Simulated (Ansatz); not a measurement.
# Optical response of Rb2H2SO (model structure), part 2 of 3

What colour and refractive index does Rb2H2SO (model structure) have at this level of theory? The cell was made here by substitution or stacking, whether or not such a phase is known. It was built so: 1 of the 2 S atoms of the cell replaced by O in the P2_1/m structure of RbHS.

Ansatz 0.2.0; DFT, PBE, plane-wave PAW, default files, scalar-relativistic, independent-particle optical response without local fields.

So far: Set-up; Relaxation.

## Step 3: Ground state and bands

First the ground state: is it a metal or has it a gap?

This step: DFT, PBE, plane-wave PAW, default files, scalar-relativistic, ground state (Ansatz 0.2.0).

input.yaml reads:

```yaml
crystal:
  lattice:
    - [4.3758404219, 0.0, 0.0542500278]
    - [0.0, 4.6590477411, 0.0]
    - [-1.2429906284, 0.0, 7.0586970105]
  atoms:
    - { symbol: Rb, position: [0.7405335979, 0.75, 0.1501050709] }
    - { symbol: Rb, position: [0.1503171524, 0.25, 0.7524112427] }
    - { symbol: S, position: [0.2647563218, 0.25, 0.2825680424] }
    - { symbol: O, position: [0.6924222762, 0.75, 0.7774106126] }
    - { symbol: H, position: [0.6062341948, 0.75, 0.643783667] }
    - { symbol: H, position: [0.5457364568, 0.25, 0.3937213644] }
kpoints:
  mp_grid: { grid: [5, 5, 3] }
  band_path:
    path:
      - [[0.0, 0.0, 0.0], [0.0, 0.0, 0.5], [-0.46281359, 0.0, 0.62219126], [-0.5, 0.0, 0.5], [-0.5, 0.5, 0.5], [-0.53718641, 0.5, 0.37780874], [-0.5, 0.5, 0.0], [-0.5, 0.0, 0.0], [-0.53718641, 0.0, 0.37780874]]
      - [[-0.46281359, 0.5, 0.62219126], [0.0, 0.5, 0.5], [0.0, 0.5, 0.0]]
      - [[0.0, 0.0, 0.5], [0.0, 0.5, 0.5]]
    npoints: 6
scf:
  occupations: { method: fermi_dirac, width: 0.05 }
  n_extra_bands: 10
hamiltonian:
  xc: pbe
  pseudopotentials: { kind: paw }
output:
  forces: true
  stress: true
  populations: true
  write_bands: true
```

Command:

```console
$ ansatz run input.yaml --threads 2 --pin off --max-ram 5120MiB --backend cpu --events-out ev --progress --plain --runs-dir out
```

Numbers of over 12 decimals in the logs are rounded to 6 here.

What it wrote:

```text
[...]
Crystal: 6 atoms, lattice volume = 144.222 Å³
Basis set: ecut = 420 eV, 2819 PW (Γ), exchange–correlation on 60×64×96 points (8 copies of the dense FFT grid, shifted against one another)
Bands: 26, of which v1, the nominal top of the filled ones, is band 16 counted from 1 (15 counted from 0)
Symmetry: 2 space group operations
[...]
k-points: 24 of 75 (time reversal used)
[...]
SCF iter   1: F=—  HF=-8039.509415 eV  |F-HF|=—  |Δ(HF+E_count)|=         —  Δρ=1.17e-3  dr2=1.99e-3  ethr=1.77e-3  ⟨swp⟩=6.8  Hψ=3666  notcnv=0  defer=16
[...]
SCF iter   7: F=-8039.509880 eV  HF=-8039.509880 eV  |F-HF|=1.82e-8  |Δ(HF+E_count)|=   3.93e-7  Δρ=2.32e-6  dr2=1.10e-8  ethr=3.13e-10  ⟨swp⟩=10.7  Hψ=3512  notcnv=0
SCF 1 converged in 7 iterations: F = -8039.509880 eV  dr2 = 1.10e-8
[...]
NSCF: frozen V_eff on 69 k-points
SCF converged after 7 iterations
Free energy (F): -8039.509880 eV
[...]
Internal energy: -8039.509880 eV  (E = F + TS)
E sigma→0 (E₀):  -8039.509880 eV
Fermi energy:    3.320302 eV
[...]
--- Forces (eV/Å), atoms counted from 1 ---
  atom   1  Rb    -0.00008183     0.00000000     0.00125523
  atom   2  Rb    -0.00004592     0.00000000    -0.00473695
  atom   3  S     -0.00385872     0.00000000     0.00007934
  atom   4  O      0.00074199     0.00000000     0.00459075
  atom   5  H     -0.00062016     0.00000000    -0.00306110
  atom   6  H      0.00386253     0.00000000     0.00186603
  max |Σ_I F_I| component: 6.71e-6 eV/Å
--- Stress (GPa, compression-positive) ---
       -0.009309       0.000000       0.016985
        0.000000      -0.018476       0.000000
        0.016985       0.000000       0.041602
  P = ⅓ Tr σ = 0.0046 GPa (0.046 kbar)
--- Band table (eV; the first three rows and the last of 24) ---
  k-point 0: bands = [... 12 lower, 1.4329, 1.6735, 1.7436, 1.8039, 4.7120, 6.2793, 7.8015, 8.3136, ... 6 higher]
  k-point 1: bands = [... 12 lower, 1.2841, 1.6171, 1.7923, 1.7940, 5.3352, 6.3197, 7.0132, 7.8661, ... 6 higher]
  k-point 2: bands = [... 12 lower, 1.3293, 1.4633, 1.5649, 1.7531, 5.2147, 6.6601, 7.5444, 7.8301, ... 6 higher]
  k-point 23: bands = [... 12 lower, 1.1400, 1.3220, 1.5722, 1.6490, 6.6965, 7.3273, 7.7893, 8.3085, ... 6 higher]
--- Löwdin populations: 6 sites ---
  site symbol       q [e]
     0     Rb      8.2100
     1     Rb      8.1992
     2      S      6.7295
     3      O      7.0350
     4      H      0.6628
     5      H      0.9106
  spilling = 0.007900 (of n_electrons = 32.000000)
```

The job ended after 6.6 s (2 threads of Intel Xeon Platinum 8488C (Sapphire Rapids), shared host; peak memory 0.49 GiB; 13 s of CPU time).

Numbers from this step:

| Quantity | Value |
| --- | --- |
| free energy | -8039.5099 eV |
| Fermi energy | 3.320 eV |
| gap by band count | 2.908 eV |
| electrons | 32 |
| symmetry operations | 2 |
| pressure | 0.004606 GPa |
| gap on the k-mesh | 2.908 eV |
| volume | 144.2 Å³ |
| gap on the path | 2.908 eV |
| least direct gap on the path | 2.908 eV |

There is a gap, 2.91 eV on the path, so no carriers' term is needed. The cell is left with a pressure of 0.0 GPa after its relaxation.

The electronic bands at the labelled points (eV, zero at the Fermi level; v1 is the highest filled band, c1 the lowest empty one):

| point | v4 | v3 | v2 | v1 | c1 | c2 | c3 | c4 |
| --- | --- | --- | --- | --- | --- | --- | --- | --- |
| Γ | -1.89 | -1.65 | -1.58 | -1.52 | 1.39 | 2.96 | 4.48 | 4.99 |
| halfway | -1.99 | -1.69 | -1.54 | -1.52 | 1.77 | 3.00 | 3.95 | 4.67 |
| Y | -2.08 | -1.72 | -1.53 | -1.52 | 2.38 | 2.90 | 3.44 | 4.42 |
| halfway | -2.27 | -1.81 | -1.72 | -1.62 | 2.85 | 3.30 | 4.12 | 4.58 |
| H | -2.35 | -1.93 | -1.91 | -1.75 | 2.69 | 4.05 | 4.55 | 5.01 |
| halfway | -2.38 | -1.93 | -1.91 | -1.76 | 2.70 | 4.08 | 4.51 | 5.12 |
| C | -2.38 | -1.93 | -1.91 | -1.76 | 2.71 | 4.08 | 4.50 | 5.16 |
| halfway | -2.32 | -1.91 | -1.81 | -1.73 | 3.08 | 4.13 | 4.58 | 4.87 |
| E | -2.19 | -2.00 | -1.68 | -1.68 | 3.57 | 4.27 | 4.49 | 4.84 |
| halfway | -2.19 | -2.00 | -1.68 | -1.68 | 3.53 | 4.23 | 4.57 | 4.75 |
| M1 | -2.17 | -2.00 | -1.68 | -1.68 | 3.43 | 4.14 | 4.59 | 4.75 |
| halfway | -2.09 | -1.99 | -1.68 | -1.67 | 3.23 | 3.86 | 4.20 | 5.11 |
| A | -2.04 | -1.99 | -1.68 | -1.66 | 3.17 | 3.81 | 3.96 | 4.83 |
| halfway | -2.13 | -1.89 | -1.84 | -1.71 | 2.90 | 3.84 | 4.30 | 4.40 |
| X | -2.13 | -2.00 | -1.89 | -1.77 | 2.67 | 3.88 | 4.17 | 4.87 |
| halfway | -2.23 | -1.96 | -1.90 | -1.76 | 2.66 | 3.94 | 4.40 | 4.83 |
| H1 | -2.35 | -1.93 | -1.91 | -1.75 | 2.69 | 4.05 | 4.55 | 5.01 |
| jump to M | -2.17 | -2.00 | -1.68 | -1.68 | 3.43 | 4.14 | 4.59 | 4.75 |
| halfway | -2.23 | -2.16 | -1.79 | -1.68 | 3.33 | 3.88 | 4.43 | 4.75 |
| D | -2.42 | -2.21 | -1.82 | -1.68 | 3.11 | 3.56 | 4.50 | 4.63 |
| halfway | -2.44 | -2.14 | -1.82 | -1.67 | 3.04 | 3.42 | 4.29 | 4.49 |
| Z | -2.46 | -2.06 | -1.83 | -1.66 | 2.93 | 3.29 | 4.20 | 4.39 |
| jump to Y | -2.08 | -1.72 | -1.53 | -1.52 | 2.38 | 2.90 | 3.44 | 4.42 |
| halfway | -2.18 | -2.00 | -1.75 | -1.60 | 2.74 | 3.37 | 4.11 | 4.47 |
| D | -2.42 | -2.21 | -1.82 | -1.68 | 3.11 | 3.56 | 4.50 | 4.63 |

## Step 4: Spectrum

The spectrum is a sum over vertical transitions between filled and empty bands at the fixed density, so many empty bands are needed.

This step: DFT, PBE, plane-wave PAW, default files, scalar-relativistic, independent-particle optical response without local fields (Ansatz 0.2.0).

input.yaml, the sections that differ from step 3:

```yaml
kpoints:
  mp_grid: { grid: [5, 5, 3] }
scf:
  occupations: { method: fixed }
output:
  optics:
    e_range: [0, 20]
    de: 0.05
    sigma: 0.1
    nscf_kmesh: { grid: [6, 6, 4] }
    bands: auto
# crystal, hamiltonian: as in step 3
```

What it wrote:

```text
[...]
Crystal: 6 atoms, lattice volume = 144.222 Å³
Basis set: ecut = 420 eV, 2819 PW (Γ)
Bands: 22, of which v1, the nominal top of the filled ones, is band 16 counted from 1 (15 counted from 0)
Symmetry: 2 space group operations
[...]
k-points: 24 of 75 (time reversal used)
[...]
SCF iter   1: F=—  HF=-8039.509546 eV  |F-HF|=—  |Δ(HF+E_count)|=         —  Δρ=1.13e-3  dr2=1.77e-3  ethr=1.77e-3  ⟨swp⟩=5.0  Hψ=2406  notcnv=0  defer=95
[...]
SCF iter  10: F=-8039.509973 eV  HF=-8039.509973 eV  |F-HF|=1.82e-12  |Δ(HF+E_count)|=  3.46e-11  Δρ=2.63e-8  dr2=1.68e-12  ethr=1.00e-12  ⟨swp⟩=11.1  Hψ=2925  notcnv=0
SCF 1 converged in 10 iterations: F = -8039.509973 eV  dr2 = 1.68e-12
[...]
output.optics: what the bands over the 81 summed would add to eps1, eps2 and the energy-loss function is held between a lower and an upper bound (8 Lanczos steps). eps1, eps2 and their loss function (loss_summed_bands) are given on every row as the summed bands alone make them. Along an axis, on a row where the two bounds hold the loss function to about 1 % of the greater of itself and 0.5 % of |1/eps|, its cell (loss_completed) is given, with the completed eps1 and eps2 that it is formed of (a cell that is left empty reads nan in the table and null in the record). The two bounds hold it so along every axis on all 401 rows up to 20.000 eV. [rest of the remark cut]
SCF converged after 10 iterations
Free energy (F): -8039.509973 eV
[...]
Internal energy: -8039.509973 eV  (E = F + TS)
E sigma→0 (E₀):  -8039.509973 eV
Fermi energy:    1.803806 eV
[...]
--- Band table (eV; the first three rows and the last of 24) ---
  k-point 0: bands = [... 12 lower, 1.4329, 1.6735, 1.7436, 1.8038, 4.7120, 6.2793, 7.8015, 8.3136, ... 2 higher]
  k-point 1: bands = [... 12 lower, 1.2842, 1.6171, 1.7923, 1.7939, 5.3352, 6.3196, 7.0132, 7.8660, ... 2 higher]
  k-point 2: bands = [... 12 lower, 1.3294, 1.4633, 1.5648, 1.7530, 5.2148, 6.6600, 7.5443, 7.8302, ... 2 higher]
  k-point 23: bands = [... 12 lower, 1.1400, 1.3220, 1.5721, 1.6489, 6.6966, 7.3272, 7.7894, 8.3085, ... 2 higher]
```

Run time: 1.8 min. Hardware: 2 threads; peak memory 1.6 GiB; 3.6 min of CPU time.

This step gave:

```
electronic dielectric constant ε∞, mean over x, y and z (by symmetry where fewer were run)                                                          : 2.775
absorption onset, first axis (α over 10⁴ cm⁻¹, or the direct gap if that lies higher)                                                               : 3.069 eV
main peak of Im epsilon, first axis                                                                                                                 : 8.537 eV
photocurrent from vertical transitions in a film 500 nm thick on a perfect mirror (two passes), AM1.5G, no front reflection, all carriers collected : 1.945 mA/cm²
least direct gap on the mesh                                                                                                                        : 2.908 eV
bands summed                                                                                                                                        : 81
spectra valid up to                                                                                                                                 : 30.20 eV
program's estimate of the k-sum error in Im epsilon                                                                                                 : 0.12 %
electrons in the f-sum                                                                                                                              : 26.18
```

The Im ε has structure finer than the step of the table below, so its rows give means over 1 eV, whole bins alone (the curve runs from 0 to 20 eV). Peaks (eV: height): E ∥ x 5.2: 2.87, 8.6: 4.48, 15.4: 2.19, 18.1: 1.94; E ∥ y 5.4: 2.33, 6.3: 2.90, 9.7: 2.12, 15.4: 1.83, 18.8: 2.27, 19.8: 2.04; E ∥ z 6.3: 2.96, 8.5: 3.52, 15.3: 2.17, 16.7: 1.85, 17.9: 1.88.

Im ε against photon energy; means over each step:

| photon energy (eV) | E ∥ x | E ∥ y | E ∥ z |
| --- | --- | --- | --- |
| 2 | 0 | 0 | 0 |
| 3 | 0.122 | 0.245 | 0.0465 |
| 4 | 0.597 | 0.702 | 0.406 |
| 5 | 1.97 | 1.59 | 0.917 |
| 6 | 1.29 | 2.32 | 2.42 |
| 7 | 1.59 | 1.39 | 1.86 |
| 8 | 3.01 | 1.71 | 2.56 |
| 9 | 3.00 | 1.92 | 2.59 |
| 10 | 1.49 | 1.53 | 1.21 |
| 11 | 1.11 | 1.12 | 1.02 |
| 12 | 0.846 | 1.10 | 0.853 |
| 13 | 0.737 | 1.00 | 1.10 |
| 14 | 0.826 | 1.10 | 1.30 |
| 15 | 1.28 | 1.13 | 1.72 |
| 16 | 1.11 | 1.13 | 1.37 |
| 17 | 1.57 | 1.49 | 1.54 |
| 18 | 1.76 | 1.75 | 1.69 |
| 19 | 1.64 | 1.97 | 1.67 |

The Re ε by photon energy:

| photon energy (eV) | E ∥ x | E ∥ y | E ∥ z |
| --- | --- | --- | --- |
| 0.0 | 2.81 | 2.76 | 2.75 |
| 0.5 | 2.82 | 2.77 | 2.76 |
| 1.0 | 2.85 | 2.80 | 2.78 |
| 1.5 | 2.90 | 2.85 | 2.82 |
| 2.0 | 2.98 | 2.94 | 2.88 |
| 2.5 | 3.11 | 3.10 | 2.98 |
| 3.0 | 3.39 | 3.55 | 3.15 |
| 3.5 | 3.55 | 3.39 | 3.39 |
| 4.0 | 3.60 | 3.32 | 3.43 |
| 4.5 | 4.16 | 3.80 | 3.65 |
| 5.0 | 3.90 | 3.59 | 3.63 |
| 5.5 | 2.16 | 2.96 | 3.94 |
| 6.0 | 2.90 | 2.86 | 3.36 |
| 6.5 | 2.73 | 1.52 | 1.90 |
| 7.0 | 3.32 | 1.40 | 2.41 |
| 7.5 | 3.28 | 2.41 | 2.74 |
| 8.0 | 2.80 | 2.26 | 2.45 |
| 8.5 | 2.15 | 1.88 | 2.01 |
| 9.0 | -0.330 | 1.56 | 0.302 |
| 9.5 | 0.449 | 1.38 | 0.410 |
| 10.0 | 0.148 | 0.946 | 0.997 |
| 10.5 | 0.714 | 1.08 | 1.03 |
| 11.0 | 0.954 | 1.25 | 0.964 |
| 11.5 | 0.678 | 1.26 | 1.19 |
| 12.0 | 1.03 | 1.11 | 1.39 |
| 12.5 | 1.05 | 1.20 | 1.58 |
| 13.0 | 1.03 | 1.41 | 1.62 |
| 13.5 | 1.35 | 1.40 | 1.50 |
| 14.0 | 1.42 | 1.37 | 1.69 |
| 14.5 | 1.41 | 1.20 | 1.43 |
| 15.0 | 1.82 | 1.58 | 1.59 |
| 15.5 | 0.803 | 1.17 | 0.786 |
| 16.0 | 1.32 | 1.38 | 0.925 |
| 16.5 | 1.59 | 1.62 | 1.34 |
| 17.0 | 1.17 | 1.26 | 0.864 |
| 17.5 | 1.07 | 1.34 | 1.13 |
| 18.0 | 1.05 | 1.04 | 0.638 |
| 18.5 | 0.629 | 0.968 | 0.573 |
| 19.0 | 0.401 | 0.347 | 0.550 |
| 19.5 | 0.201 | 0.357 | 0.142 |
| 20.0 | 0.478 | -0.602 | -0.140 |

Refractive index n and extinction k against photon energy:

| photon energy (eV) | n, E ∥ x | k, E ∥ x | n, E ∥ y | k, E ∥ y |
| --- | --- | --- | --- | --- |
| 0 | 1.68 | 0 | 1.66 | 0 |
| 1 | 1.69 | 0 | 1.67 | 0 |
| 2 | 1.73 | 0 | 1.72 | 0 |
| 3 | 1.84 | 0.0237 | 1.88 | 0.0449 |
| 4 | 1.90 | 0.154 | 1.83 | 0.194 |
| 5 | 2.06 | 0.577 | 1.93 | 0.342 |
| 6 | 1.74 | 0.361 | 1.79 | 0.582 |
| 7 | 1.86 | 0.364 | 1.25 | 0.385 |
| 8 | 1.84 | 0.763 | 1.59 | 0.531 |
| 9 | 1.08 | 1.22 | 1.40 | 0.638 |
| 10 | 0.903 | 0.817 | 1.12 | 0.562 |
| 11 | 1.12 | 0.545 | 1.22 | 0.483 |
| 12 | 1.08 | 0.364 | 1.16 | 0.484 |
| 13 | 1.06 | 0.317 | 1.24 | 0.370 |
| 14 | 1.25 | 0.371 | 1.26 | 0.465 |
| 15 | 1.43 | 0.463 | 1.31 | 0.367 |
| 16 | 1.19 | 0.322 | 1.22 | 0.315 |
| 17 | 1.24 | 0.607 | 1.27 | 0.602 |
| 18 | 1.27 | 0.748 | 1.24 | 0.701 |
| 19 | 1.01 | 0.781 | 1.13 | 0.960 |
| 20 | 0.935 | 0.629 | 0.683 | 1.03 |

The reflectivity at normal incidence has structure finer than the step of the table below, so its rows give means over 0.5 eV, whole bins alone (the curve runs from 0 to 20 eV). Peaks (eV: height): E ∥ x 5.10: 15.5, 8.90: 27.6, 11.30: 7.95, 15.45: 12.7, 19.60: 15.8; E ∥ y 6.30: 15.2, 9.75: 13.0, 15.50: 9.91, 19.15: 18.6; E ∥ z 5.85: 16.8, 9.10: 22.3, 15.40: 13.0, 16.75: 11.3, 19.85: 21.7.

The reflectivity at normal incidence by photon energy; means over each step:

| photon energy (eV) | E ∥ x (%) | E ∥ y (%) | E ∥ z (%) |
| --- | --- | --- | --- |
| 0.5 | 6.43 | 6.23 | 6.17 |
| 1.0 | 6.55 | 6.35 | 6.26 |
| 1.5 | 6.76 | 6.58 | 6.43 |
| 2.0 | 7.09 | 6.95 | 6.70 |
| 2.5 | 7.65 | 7.62 | 7.11 |
| 3.0 | 8.72 | 9.13 | 7.86 |
| 3.5 | 9.58 | 9.23 | 8.83 |
| 4.0 | 10.0 | 9.14 | 9.14 |
| 4.5 | 12.1 | 10.8 | 10.1 |
| 5.0 | 14.5 | 11.6 | 10.8 |
| 5.5 | 8.79 | 12.8 | 12.7 |
| 6.0 | 8.49 | 12.2 | 15.7 |
| 6.5 | 8.57 | 13.3 | 12.9 |
| 7.0 | 10.9 | 5.77 | 9.53 |
| 7.5 | 13.9 | 7.41 | 11.5 |
| 8.0 | 15.1 | 9.22 | 13.5 |
| 8.5 | 21.5 | 9.88 | 17.0 |
| 9.0 | 23.4 | 9.88 | 21.1 |
| 9.5 | 15.3 | 11.3 | 11.5 |
| 10.0 | 15.2 | 8.42 | 6.59 |
| 10.5 | 6.18 | 5.73 | 6.52 |
| 11.0 | 6.49 | 5.35 | 4.55 |
| 11.5 | 5.80 | 4.57 | 3.56 |
| 12.0 | 3.30 | 5.31 | 3.23 |
| 12.5 | 4.13 | 4.52 | 4.20 |
| 13.0 | 2.68 | 4.20 | 4.97 |
| 13.5 | 2.18 | 4.78 | 5.30 |
| 14.0 | 3.72 | 5.05 | 6.05 |
| 14.5 | 3.36 | 4.23 | 7.33 |
| 15.0 | 6.09 | 4.35 | 8.55 |
| 15.5 | 10.3 | 8.45 | 12.0 |
| 16.0 | 4.04 | 4.08 | 6.54 |
| 16.5 | 6.20 | 6.56 | 8.55 |
| 17.0 | 8.49 | 7.95 | 9.14 |
| 17.5 | 8.59 | 7.43 | 8.32 |
| 18.0 | 10.9 | 10.1 | 11.6 |
| 18.5 | 13.0 | 11.4 | 11.7 |
| 19.0 | 14.3 | 17.0 | 13.0 |
| 19.5 | 15.2 | 16.8 | 16.9 |

Values under 1 per cm are given as 1. Table of absorption coefficient by photon energy:

| photon energy (eV) | E ∥ x (1/cm) | E ∥ y (1/cm) | E ∥ z (1/cm) |
| --- | --- | --- | --- |
| 0.000 | 1 | 1 | 1 |
| 0.500 | 1 | 1 | 1 |
| 1.000 | 1 | 1 | 1 |
| 1.500 | 1 | 1 | 1 |
| 2.000 | 1 | 1 | 1 |
| 2.500 | 1 | 1 | 1 |
| 3.000 | 7213 | 13659 | 532 |
| 3.500 | 39064 | 59563 | 24684 |
| 4.000 | 62381 | 78765 | 45048 |
| 4.500 | 1.1e5 | 1.2e5 | 65405 |
| 5.000 | 2.9e5 | 1.7e5 | 1.2e5 |
| 5.500 | 2.5e5 | 3.4e5 | 1.6e5 |
| 6.000 | 2.2e5 | 3.5e5 | 4.3e5 |
| 6.500 | 2.4e5 | 5.2e5 | 5.2e5 |
| 7.000 | 2.6e5 | 2.7e5 | 3.5e5 |
| 7.500 | 4.5e5 | 3.0e5 | 4.2e5 |
| 8.000 | 6.2e5 | 4.3e5 | 6.3e5 |
| 8.500 | 1.0e6 | 5.6e5 | 8.7e5 |
| 9.000 | 1.1e6 | 5.8e5 | 1.0e6 |
| 9.500 | 8.7e5 | 7.0e5 | 6.0e5 |
| 10.000 | 8.3e5 | 5.7e5 | 5.5e5 |
| 10.500 | 5.1e5 | 5.6e5 | 6.0e5 |
| 11.000 | 6.1e5 | 5.4e5 | 4.7e5 |
| 11.500 | 5.5e5 | 4.8e5 | 4.4e5 |
| 12.000 | 4.4e5 | 5.9e5 | 4.0e5 |
| 12.500 | 5.6e5 | 5.6e5 | 4.7e5 |
| 13.000 | 4.2e5 | 4.9e5 | 5.2e5 |
| 13.500 | 3.4e5 | 5.6e5 | 5.9e5 |
| 14.000 | 5.3e5 | 6.6e5 | 6.5e5 |
| 14.500 | 4.5e5 | 6.2e5 | 8.5e5 |
| 15.000 | 7.0e5 | 5.6e5 | 9.3e5 |
| 15.500 | 1.3e6 | 1.1e6 | 1.2e6 |
| 16.000 | 5.2e5 | 5.1e5 | 8.0e5 |
| 16.500 | 7.3e5 | 7.8e5 | 1.0e6 |
| 17.000 | 1.0e6 | 1.0e6 | 1.1e6 |
| 17.500 | 1.1e6 | 9.9e5 | 1.1e6 |
| 18.000 | 1.4e6 | 1.3e6 | 1.4e6 |
| 18.500 | 1.5e6 | 1.4e6 | 1.4e6 |
| 19.000 | 1.5e6 | 1.8e6 | 1.5e6 |
| 19.500 | 1.6e6 | 1.7e6 | 1.7e6 |
| 20.000 | 1.3e6 | 2.1e6 | 1.7e6 |

From ε follow the optical constants at some laser and lamp lines:

| wavelength (nm) | n x | k x | R (%) x | 1/α x | n y | k y | R (%) y | 1/α y |
| --- | --- | --- | --- | --- | --- | --- | --- | --- |
| 1064 | 1.69 | 0.000 | 6.6 | over 1 mm | 1.68 | 0.000 | 6.4 | over 1 mm |
| 532 | 1.75 | 0.000 | 7.4 | over 1 mm | 1.74 | 0.000 | 7.3 | over 1 mm |
| 450 | 1.80 | 0.000 | 8.1 | 157 µm | 1.80 | 0.000 | 8.2 | 559 µm |
| 365 | 1.89 | 0.091 | 9.6 | 318 nm | 1.86 | 0.157 | 9.3 | 185 nm |
| 308 | 1.91 | 0.155 | 10.0 | 158 nm | 1.83 | 0.193 | 9.1 | 127 nm |
| 248 | 2.06 | 0.577 | 15.0 | 34 nm | 1.93 | 0.342 | 11.2 | 58 nm |
| 193 | 1.69 | 0.378 | 8.4 | 41 nm | 1.54 | 0.850 | 14.1 | 18 nm |

Rows near the edge hang on the gap, which this functional as a rule makes too small, and phonon-assisted absorption is left out.

Through 1 µm of it, D65 light comes out colourless (x = 0.317, y = 0.337; 87 % transmitted).

The f-sum over the summed bands holds 26.2 of the cell's 32 electrons outside the frozen cores. Up to 20 eV the strength has a mean oscillator energy of 10.3 eV, close to the main peak.

(Continued in part 3 of 3.)

[Logs are printed without paths, hosts, clocks, repeated set-up lines and the standing remarks that a program may print on its own settings, such as how far it seeks lower states.]

[Hosts, paths, dates, database ids (printed as entryN), source tags and the programs' standing remarks are cut or masked in the printed files.]
